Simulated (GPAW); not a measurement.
# ZnNi (Pm-3m): the Ni K absorption edge

Aim: the near-edge shape at the Ni K edge of ZnNi (Pm-3m), and what the core hole does to it.

Program: GPAW 26.7.0. Level of theory: X-ray absorption from dipole matrix elements to empty bands, plane-wave PAW LDA. Results are calculated unless marked as measured.

The database entry behind the starting cell is an old determination (1936), so it need not match the best structure at ambient conditions.

## 1. The structure

It takes space group Pm-3m (No. 221, cubic). The conventional cell has a = 2.908 Å, b = 2.908 Å, c = 2.908 Å, α = 90.00°, β = 90.00°, γ = 90.00°. Nearest to Zn lie 8 Ni at 2.52 Å. Ni has 8 Zn at 2.52 Å nearest. Farther neighbours are not listed.

Structure file:

```xyz
2
Lattice="2.9083 0.0000 0.0000 0.0000 2.9083 0.0000 0.0000 0.0000 2.9083" Properties=species:S:1:pos:R:3 pbc="T T T"
Zn    1.4542    1.4542    1.4542
Ni    0.0000    0.0000    0.0000
```

## 2. The field without a hole

The ground state comes first: it tells whether the system has a gap, which decides how the excited electron is treated.

Input file scf.py:

```python
import numpy as np
from ase import Atoms
from ase.parallel import parprint, paropen
from gpaw import GPAW, PW, FermiDirac, Mixer, MixerDif, setup_paths
from gpaw.test import gen
setup_paths.insert(0, '.')
gen('Ni', name='nch1s', xcname='LDA', corehole=(1, 0, 0), write_xml=True)
from gpaw.mpi import world
world.barrier()

atoms = Atoms('ZnNi',
    cell=[[2.9083, 0, 0],
     [0, 2.9083, 0],
     [0, 0, 2.9083]],
    scaled_positions=[[0.5, 0.5, 0.5],
     [0, 0, 0]],
    magmoms=[0.0, 2.0],
    pbc=True)
atoms.calc = calc = GPAW(legacy_gpaw=True, mode=PW(430, force_complex_dtype=True), xc='LDA', setups={1: 'nch1s'},
    kpts={'size': (9, 9, 9), 'gamma': True}, occupations=FermiDirac(0.05),
    charge=0, mixer=MixerDif(0.05, 8, 50), maxiter=150,
    convergence={'density': 0.0001, 'eigenstates': 1e-6}, txt='scf.txt')
energy = atoms.get_potential_energy() + calc.get_reference_energy()
ef = calc.get_fermi_level()
out = dict(energy=energy, fermi=ef, forces=atoms.get_forces().tolist(), magmoms=atoms.get_magnetic_moments().tolist())
parprint(f'all-electron energy {energy:.4f} eV, Fermi level {ef:.4f} eV')
ev = np.array([[calc.get_eigenvalues(k, s) for k in range(len(calc.get_ibz_k_points()))] for s in range(calc.get_number_of_spins())])
out['homo'], out['lumo'], out['counts'] = ev[ev < ef].max(), ev[ev > ef].min(), sorted(set((ev < ef).sum((0, 2)).tolist()))
out['filled'] = (ev[:, 0] < ef).sum(1).tolist()
import json
with paropen('out.json', 'w') as f:
    json.dump(out, f)
```

Run with:

```sh
$ OMP_NUM_THREADS=1 mpirun -n 4 gpaw python scf.py
```

Numbers of over 12 decimals in the logs are rounded to 6 here.

Log:

```text
Input parameters:
  convergence: {density: 0.0001,
                eigenstates: 1e-06}
  kpts: {gamma: True,
         size: (9, 9, 9)}
  maxiter: 150
  mixer: {backend: pulay,
          beta: 0.05,
          method: difference,
          nmaxold: 8,
          weight: 50}
  mode: {ecut: 430.0,
         force_complex_dtype: True,
         name: pw}
  occupations: {fixmagmom: False,
                name: fermi-dirac,
                width: 0.05}
  setups: {1: nch1s}

Initialize ...

[... PAW data sets ...]

Reference energy: -90088.497574  # eV

Spin-polarized calculation.
Initial magnetic moment: 2.000000

[... convergence settings ...]
Symmetries present (total): 48
  [... symmetry matrices ...]

729 k-points: 9 x 9 x 9 Monkhorst-Pack grid
35 k-points in the irreducible part of the Brillouin zone
       k-points in crystal coordinates                weights
   0:     0.00000000    0.00000000    0.00000000          1/729
   1:     0.11111111    0.00000000    0.00000000          6/729
   2:     0.11111111    0.11111111    0.00000000         12/729
   3:     0.11111111    0.11111111    0.11111111          8/729
   4:     0.22222222    0.00000000    0.00000000          6/729
   5:     0.22222222    0.11111111    0.00000000         24/729
   6:     0.22222222    0.11111111    0.11111111         24/729
   7:     0.22222222    0.22222222    0.00000000         12/729
   8:     0.22222222    0.22222222    0.11111111         24/729
   9:     0.22222222    0.22222222    0.22222222          8/729
          ...
  34:     0.44444444    0.44444444    0.44444444          8/729

Wave functions: Plane wave expansion
  Cutoff energy: 430.000 eV
  Number of coefficients (min, max): 478, 513
  Pulay-stress correction: 0.000000 eV/Ang^3 (de/decut=0.000000)
  Using FFTW library
  Wavefunction extrapolation:
    Improved wavefunction reuse through dual PAW basis

Occupation numbers: Fermi-Dirac:
  width: 0.0500  # eV

Eigensolver
   Davidson(niter=2)

Densities:
  Coarse grid: 14*14*14 grid
  Fine grid: 28*28*28 grid
  Total Charge: 0.000000

Density mixing:
  Method: difference
  Backend: pulay
  Linear mixing parameter: 0.05
  old densities: 8
  Width of damping distribution: 1.1
  Damping of long wavelength oscillations: 50

[... Hamiltonian set-up ...]
Number of atoms: 2
Number of atomic orbitals: 21
Number of bands in calculation: 21
Number of valence electrons: 28
Bands to converge: occupied

... initialized

Initializing position-dependent things.

Density initialized from atomic densities
Creating initial wave functions:
  21 bands from LCAO basis set

Positions:
   0 Zn     1.454150    1.454150    1.454150    ( 0.0000,  0.0000,  0.0000)
   1 Ni     0.000000    0.000000    0.000000    ( 0.0000,  0.0000,  2.0000)

Unit cell:
           periodic     x           y           z      points  spacing
  1. axis:    yes    2.908300    0.000000    0.000000    14     0.2077
  2. axis:    yes    0.000000    2.908300    0.000000    14     0.2077
  3. axis:    yes    0.000000    0.000000    2.908300    14     0.2077

  Lengths:   2.908300   2.908300   2.908300
  Angles:   90.000000  90.000000  90.000000

Effective grid spacing dv^(1/3) = 0.2077

iter:   1   -11.393927                   +2.0012
iter:   2   -11.338657   -0.72  -1.61    +0.8181
iter:   3   -10.855944   -1.23  -1.74    +0.2345
iter:   4   -10.878663   -2.19  -1.71    +0.2004
iter:   5   -10.943838   -1.48  -1.92    +0.1605
iter:   6   -10.855704   -2.62  -2.44    +0.1455
iter:   7   -10.808777   -2.02  -2.04    +0.1250
iter:   8   -10.810870   -3.78  -2.56    +0.1081
iter:   9   -10.816816c  -3.77  -2.51    +0.0926
iter:  10   -10.796771   -2.79  -2.65    +0.0970
iter:  11   -10.796700   -4.54  -3.58    +0.1044
iter:  12   -10.796899c  -5.10  -3.69    +0.0563
iter:  13   -10.797302c  -4.63  -3.61    +0.0247
iter:  14   -10.796915c  -4.86  -3.50    -0.0094
iter:  15   -10.796890c  -5.73  -3.74    -0.0098
iter:  16   -10.796891c  -7.49c -4.31c   -0.0087

Converged after 16 iterations.

Dipole moment: (0.000000, 0.000000, 0.000000) |e|*Ang

Total magnetic moment: (0.000000, 0.000000, -0.008734)
Local magnetic moments:
   0 Zn ( 0.000000,  0.000000,  0.000080)
   1 Ni ( 0.000000,  0.000000, -0.009008)

Energy contributions relative to reference atoms: (reference = -90088.497574)

Kinetic:         +1.492015
Potential:       +1.990539
External:        +0.000000
XC:             -14.336452
Entropy (-ST):   -0.012486
Local:           +0.063250
SIC:             +0.000000
--------------------------
Free energy:    -10.803134
Extrapolated:   -10.796891

Spin contamination: 0.000361 electrons
Showing only first 2 kpts
                      Up                     Down
 Kpt  Band  Eigenvalues  Occupancy  Eigenvalues  Occupancy
  0    12      6.40151    1.00000      6.39482    1.00000
  0    13      6.40151    1.00000      6.39482    1.00000
  0    14     14.28700    0.00000     14.28638    0.00000
  0    15     14.28700    0.00000     14.28638    0.00000

  1    12      6.29526    1.00000      6.28867    1.00000
  1    13      6.39294    1.00000      6.38625    1.00000
  1    14     12.61139    0.00000     12.60998    0.00000
  1    15     14.66759    0.00000     14.66687    0.00000

Fermi level: 7.28933

No gap
No difference between direct/indirect transitions

Forces in eV/Ang:
  0 Zn    0.00000    0.00000    0.00000
  1 Ni   -0.00000   -0.00000    0.00000
Scalar-relativistic atomic LDA calculation for Ni (Nickel, Z=28)
Core hole in 1s state (1s occupation: 2.0)
600 radial gridpoints.
|------------------------------------------------|
|------------------------------------------------|
[... the atom generator's iteration count ...]

Energy contributions:
-------------------------
Kinetic:    +1537.751258
XC:           -60.699976
Potential:  -2994.820198
-------------------------
Total:      -1517.768916

state      eigenvalue         ekin         rmax
-----------------------------------------------
1s^2.0 :  -301.035028   388.934024        0.035
2s^2.0 :   -35.997604    72.392377        0.205
2p^6.0 :   -31.023259    70.728959        0.165
3s^2.0 :    -4.059448    15.962886        0.640
3p^6.0 :    -2.618967    14.035345        0.646
3d^8.0 :    -0.335915     8.991402        0.627
4s^2.0 :    -0.215280     1.327822        2.220
4p^0.0 :    -0.049170     0.563687        3.144
-----------------------------------------------
(units: Bohr and Hartree)

Generating PAW setup
Kinetic energy of the core from tauc = 1391.507298
Cutoffs:
rc(s)=2.200
rc(p)=2.280
rc(d)=2.150
rc(vbar)=2.220
rc(comp)=2.180
rc(nct)=2.280

Kinetic energy of the core states: 1378.952329
Charge: 0.0
Core electrons: 12.0
Valence electrons: 16.0
Pseudo-core charge: 0.043714
Shape function alpha=2.104
Pseudo-electron charge 4.284307
state    eigenvalue         norm
--------------------------------
4s(2) :    -0.215280     1.060160
*s    :     0.784720
3p(6) :    -2.618967     0.052480
4p(0) :    -0.049170     1.003908
3d(8) :    -0.335915     0.225674
*d    :     0.664085
--------------------------------

Diagonalizing with gridspacing h=0.050

state   all-electron     PAW
-------------------------------
4s:      -0.215280    -0.215531
3p:      -2.618967    -2.619713
3d:      -0.335915    -0.336667
*f:                    0.071842
-------------------------------
all-electron energy -90099.2945 eV, Fermi level 7.2893 eV
```

Run time: 6.8 s. Hardware: 4 MPI ranks of Intel Xeon 6975P-C (Granite Rapids), shared host; peak memory 0.17 GiB; 26 s of CPU time.

The mesh shows no gap, so the system is treated as a metal and the core electron is put at the Fermi level (neutral cell).

## 3. Spectrum without a core hole, Ni atom 2

Without a hole the spectrum is the empty density of states of the right symmetry on the absorber, weighted by matrix elements. It needs only the small cell and serves as the baseline. The data set with a hole of occupation 0 only carries the core orbital.

The absorber has 8 Zn at 2.52 Å and 6 Ni at 2.91 Å (cube and octahedron, as in bcc, site symmetry m-3m).

Input file xas.py:

```python
import numpy as np
from ase import Atoms
from ase.parallel import parprint, paropen
from gpaw import GPAW, PW, FermiDirac, Mixer, MixerDif, setup_paths
from gpaw.test import gen
setup_paths.insert(0, '.')
gen('Ni', name='nch1s', xcname='LDA', corehole=(1, 0, 0), write_xml=True)
from gpaw.mpi import world
world.barrier()

atoms = Atoms('ZnNi',
    cell=[[2.9083, 0, 0],
     [0, 2.9083, 0],
     [0, 0, 2.9083]],
    scaled_positions=[[0.5, 0.5, 0.5],
     [0, 0, 0]],
    magmoms=[0.0, 2.0],
    pbc=True)
atoms.calc = calc = GPAW(legacy_gpaw=True, mode=PW(430, force_complex_dtype=True), xc='LDA', setups={1: 'nch1s'},
    kpts={'size': (12, 12, 12), 'gamma': True}, occupations=FermiDirac(0.1),
    charge=0, mixer=MixerDif(0.05, 8, 50), maxiter=150,
    convergence={'density': 0.0001, 'eigenstates': 1e-6}, txt='scf.txt')
energy = atoms.get_potential_energy() + calc.get_reference_energy()
ef = calc.get_fermi_level()
out = dict(energy=energy, fermi=ef, forces=atoms.get_forces().tolist(), magmoms=atoms.get_magnetic_moments().tolist())
parprint(f'all-electron energy {energy:.4f} eV, Fermi level {ef:.4f} eV')
ev = np.array([[calc.get_eigenvalues(k, s) for k in range(len(calc.get_ibz_k_points()))] for s in range(calc.get_number_of_spins())])
out['homo'], out['lumo'], out['counts'] = ev[ev < ef].max(), ev[ev > ef].min(), sorted(set((ev < ef).sum((0, 2)).tolist()))
out['filled'] = (ev[:, 0] < ef).sum(1).tolist()

from ase.units import Ha
from gpaw.xas import dipole_matrix_elements
nb = int(calc.get_number_of_electrons() / 2) + 23
top = nb
nscf = calc.fixed_density(kpts={'size': (6, 6, 6), 'gamma': True},
    convergence={'eigenstates': 1.0}, txt='nscf.txt')
nscf.diagonalize_full_hamiltonian(nbands=nb)
cell = atoms.cell.array
ops = [cell.T @ U.T @ np.linalg.inv(cell.T) for U in nscf.wfs.kd.symmetry.op_scc]
E = np.arange(-25, 34, 0.1)
fwhm = np.interp(E, [4, 25], [1.44, 3.5])
Y, X, zero, highest = 0, 0, 1e9, 1e9
for spin in range(nscf.get_number_of_spins()):
    wfs = nscf.wfs
    mine = wfs.bd.get_slice()  # this rank's bands
    A = dipole_matrix_elements(wfs.setups[1])
    eps = np.zeros((wfs.kd.nibzkpts, nb))
    d = np.zeros((3, A.shape[1], wfs.kd.nibzkpts, nb), complex)
    for kpt in wfs.kpt_u:
        if kpt.s == spin and 1 in kpt.P_ani:
            eps[kpt.k, mine] = kpt.eps_n * Ha
            d[:, :, kpt.k, mine] = (kpt.weight * wfs.nspins / 2) ** 0.5 * np.inner(A, kpt.P_ani[1])
    world.sum(eps)
    world.sum(d)
    T = np.einsum('amkn,bmkn->abkn', d, d.conj()).real
    T = sum(np.einsum('ai,ijkn,bj->abkn', R, T, R) for R in ops) / len(ops)
    empty = eps > ef
    zero, highest = min(zero, eps[empty].min()), min(highest, eps[:, top - 1].min())
    lines = [(eps, T, empty)] if spin == 0 else lines + [(eps, T, empty)]
for eps, T, empty in lines:
    f = np.einsum('aakn->akn', T).reshape(3, -1)
    x = eps.ravel() - zero
    w = np.interp(x, E, fwhm) / 2.35482
    g = np.exp(-0.5 * ((E[:, None] - x) / w) ** 2) / (w * (2 * np.pi) ** 0.5)
    Y = Y + (f * empty.ravel()) @ g.T
    X = X + (f * ~empty.ravel()) @ g.T
out.update(E=E.round(2).tolist(), xas=Y.tolist(), xes=X.tolist(), zero=zero, valid=highest - zero, nk=len(eps), nb=nb)
for i in range(0, len(E), 10):
    parprint(f'{E[i]:7.2f}', *(f'{v:10.3e}' for v in Y[:, i]))
import json
with paropen('out.json', 'w') as f:
    json.dump(out, f)
```

Run with:

```sh
$ OMP_NUM_THREADS=1 mpirun -n 4 gpaw python xas.py
```

Log:

```text
Input parameters:
  convergence: {density: 0.0001,
                eigenstates: 1e-06}
  kpts: {gamma: True,
         size: (12, 12, 12)}
  maxiter: 150
  mixer: {backend: pulay,
          beta: 0.05,
          method: difference,
          nmaxold: 8,
          weight: 50}
  mode: {ecut: 430.0,
         force_complex_dtype: True,
         name: pw}
  occupations: {fixmagmom: False,
                name: fermi-dirac,
[...]
4s:      -0.215280    -0.215531
3p:      -2.618967    -2.619713
3d:      -0.335915    -0.336667
*f:                    0.071842
-------------------------------
all-electron energy -90099.3034 eV, Fermi level 7.3028 eV
 -25.00 4.669e-254 4.669e-254 4.669e-254
 -24.00 2.675e-244 2.675e-244 2.675e-244
 -23.00 9.761e-235 9.761e-235 9.761e-235
 -22.00 2.270e-225 2.270e-225 2.270e-225
[...]
32.00  3.849e-07  3.849e-07  3.849e-07
  33.00  4.290e-07  4.290e-07  4.290e-07
[key lines of the parts left out:]
Converged after 14 iterations.
Dipole moment: (0.000000, -0.000000, 0.000000) |e|*Ang
Free energy:    -10.822830
Fermi level: 7.30283
```

Wall time 14 s (4 MPI ranks); peak memory 0.23 GiB; 54 s of CPU time.

The Ni K spectrum, Ni atom 2, no core hole (energy from the lowest empty level; intensity scaled to a mean of 1 over the first 20 eV):

```tsv
E (eV)	intensity
-2.0	0.00
-1.5	0.00
-1.0	0.03
-0.5	0.11
0.0	0.26
0.5	0.46
1.0	0.61
1.5	0.60
2.0	0.46
2.5	0.32
3.0	0.29
3.5	0.42
4.0	0.58
4.5	0.67
5.0	0.74
5.5	0.80
6.0	0.87
6.5	0.90
7.0	0.85
7.5	0.79
8.0	0.83
8.5	0.92
9.0	1.02
9.5	1.09
10.0	1.09
10.5	1.00
11.0	0.89
11.5	0.86
12.0	0.93
12.5	1.08
13.0	1.22
13.5	1.29
14.0	1.29
14.5	1.27
15.0	1.28
15.5	1.37
16.0	1.53
16.5	1.71
17.0	1.83
17.5	1.84
18.0	1.73
18.5	1.53
19.0	1.29
19.5	1.06
20.0	0.89
20.5	0.79
21.0	0.76
21.5	0.77
22.0	0.80
22.5	0.84
23.0	0.87
23.5	0.90
24.0	0.92
24.5	0.93
25.0	0.94
25.5	0.95
26.0	0.96
26.5	0.98
27.0	0.99
27.5	1.00
28.0	1.00
28.5	0.98
29.0	0.96
29.5	0.93
30.0	0.92
30.5	0.92
31.0	0.95
31.5	1.00
32.0	1.06
```

Main maxima below 30 eV (height): 1.2 eV (0.63), 6.5 eV (0.90), 9.8 eV (1.10), 13.8 eV (1.30), 17.3 eV (1.85) and 27.6 eV (1.00). A K edge sees empty p states, which here mix into the lowest empty bands, so that weight starts at the zero.

The same matrix elements for filled bands give the Ni K emission of Ni atom 2 (ground-state approximation; energy from the lowest empty level, largest value 1):

```tsv
E (eV)	emission
-24.00	0.00
-23.25	0.00
-22.50	0.00
-21.75	0.00
-21.00	0.00
-20.25	0.00
-19.50	0.00
-18.75	0.00
-18.00	0.00
-17.25	0.00
-16.50	0.00
-15.75	0.00
-15.00	0.00
-14.25	0.00
-13.50	0.00
-12.75	0.00
-12.00	0.00
-11.25	0.00
-10.50	0.01
-9.75	0.03
-9.00	0.12
-8.25	0.39
-7.50	0.72
-6.75	0.58
-6.00	0.41
-5.25	0.54
-4.50	0.65
-3.75	0.59
-3.00	0.81
-2.25	1.00
-1.50	0.88
-0.75	0.57
0.00	0.31
0.75	0.07
1.50	0.00
2.25	0.00
3.00	0.00
```

Emission maxima: -7.4 eV (0.74), -4.6 eV (0.65) and -2.2 eV (1.00).

## 4. Supercell without a hole, the energy reference

The photon energy needs a difference of total energies, so the cell and mesh of the coming hole run are first run without a hole.

Changes to scf.py since step 2:

```diff
@@ -10,12 +10,28 @@
 
-atoms = Atoms('ZnNi',
-    cell=[[2.9083, 0, 0],
-     [0, 2.9083, 0],
-     [0, 0, 2.9083]],
-    scaled_positions=[[0.5, 0.5, 0.5],
-     [0, 0, 0]],
-    magmoms=[0.0, 2.0],
+atoms = Atoms('Zn9Ni9',
+    cell=[[2.9083, 0, 5.8166],
+     [-5.8166, 2.9083, 0],
+     [0, -5.8166, 2.9083]],
+    scaled_positions=[[0.38888889, 0.94444444, 0.72222222],
+     [0.83333333, 0.16666667, 0.83333333],
+     [0.72222222, 0.61111111, 0.05555556],
+     [0.61111111, 0.05555556, 0.27777778],
+     [0.27777778, 0.38888889, 0.94444444],
+     [0.5, 0.5, 0.5],
+     [0.16666667, 0.83333333, 0.16666667],
+     [0.05555556, 0.27777778, 0.38888889],
+     [0.94444444, 0.72222222, 0.61111111],
+     [0, 0, 0],
+     [0.44444444, 0.22222222, 0.11111111],
+     [0.33333333, 0.66666667, 0.33333333],
+     [0.22222222, 0.11111111, 0.55555556],
+     [0.88888889, 0.44444444, 0.22222222],
+     [0.11111111, 0.55555556, 0.77777778],
+     [0.77777778, 0.88888889, 0.44444444],
+     [0.66666667, 0.33333333, 0.66666667],
+     [0.55555556, 0.77777778, 0.88888889]],
+    magmoms=[0.0, 0.0, 0.0, 0.0, 0.0, 0.0, 0.0, 0.0, 0.0, 2.0, 2.0, 2.0, 2.0, 2.0, 2.0, 2.0, 2.0, 2.0],
     pbc=True)
-atoms.calc = calc = GPAW(legacy_gpaw=True, mode=PW(430, force_complex_dtype=True), xc='LDA', setups={1: 'nch1s'},
-    kpts={'size': (9, 9, 9), 'gamma': True}, occupations=FermiDirac(0.05),
+atoms.calc = calc = GPAW(legacy_gpaw=True, mode=PW(430, force_complex_dtype=True), xc='LDA', setups={9: 'nch1s'},
+    kpts={'size': (3, 3, 3), 'gamma': True}, occupations=FermiDirac(0.1),
     charge=0, mixer=MixerDif(0.05, 8, 50), maxiter=150,
```

Run with:

```sh
$ OMP_NUM_THREADS=1 mpirun -n 4 gpaw python scf.py
```

Log:

```text
Input parameters:
  convergence: {density: 0.0001,
                eigenstates: 1e-06}
  kpts: {gamma: True,
         size: (3, 3, 3)}
  maxiter: 150
  mixer: {backend: pulay,
          beta: 0.05,
          method: difference,
          nmaxold: 8,
          weight: 50}
  mode: {ecut: 430.0,
         force_complex_dtype: True,
         name: pw}
  occupations: {fixmagmom: False,
                name: fermi-dirac,
[...]
*s    :     0.784720
3p(6) :    -2.618967     0.052480
4p(0) :    -0.049170     1.003908
3d(8) :    -0.335915     0.225674
*d    :     0.664085
--------------------------------

Diagonalizing with gridspacing h=0.050

state   all-electron     PAW
-------------------------------
4s:      -0.215280    -0.215531
3p:      -2.618967    -2.619713
3d:      -0.335915    -0.336667
*f:                    0.071842
-------------------------------
all-electron energy -810893.8968 eV, Fermi level 7.2752 eV
[key lines of the parts left out:]
Converged after 15 iterations.
Dipole moment: (0.000000, -0.000000, -0.000000) |e|*Ang
Free energy:    -97.555004
Fermi level: 7.27521
```

Run time: 63 s. Hardware: 4 MPI ranks; peak memory 0.45 GiB; 4.2 min of CPU time.

Reference energy: -810893.897 eV with the cores included.

[end of part 1 of 3]

[Banner, clock and machine lines of the logs are left out without a mark of their own.]

[Logs are printed without paths, hosts, clocks, repeated set-up lines and the standing remarks that a program may print on its own settings, such as how far it seeks lower states.]

[Hosts, paths, dates, database ids (printed as entryN), source tags and the programs' standing remarks are cut or masked in the printed files.]

[Lists of maxima count a maximum above −3 eV only where it reaches 4 % of the highest in the window and stands out from its surroundings by 2 % of it (1.5 % where it reaches 55 %); shoulders and weaker maxima are passed over, and of the rest the first, up to two pre-edge ones and the few strongest are named.]
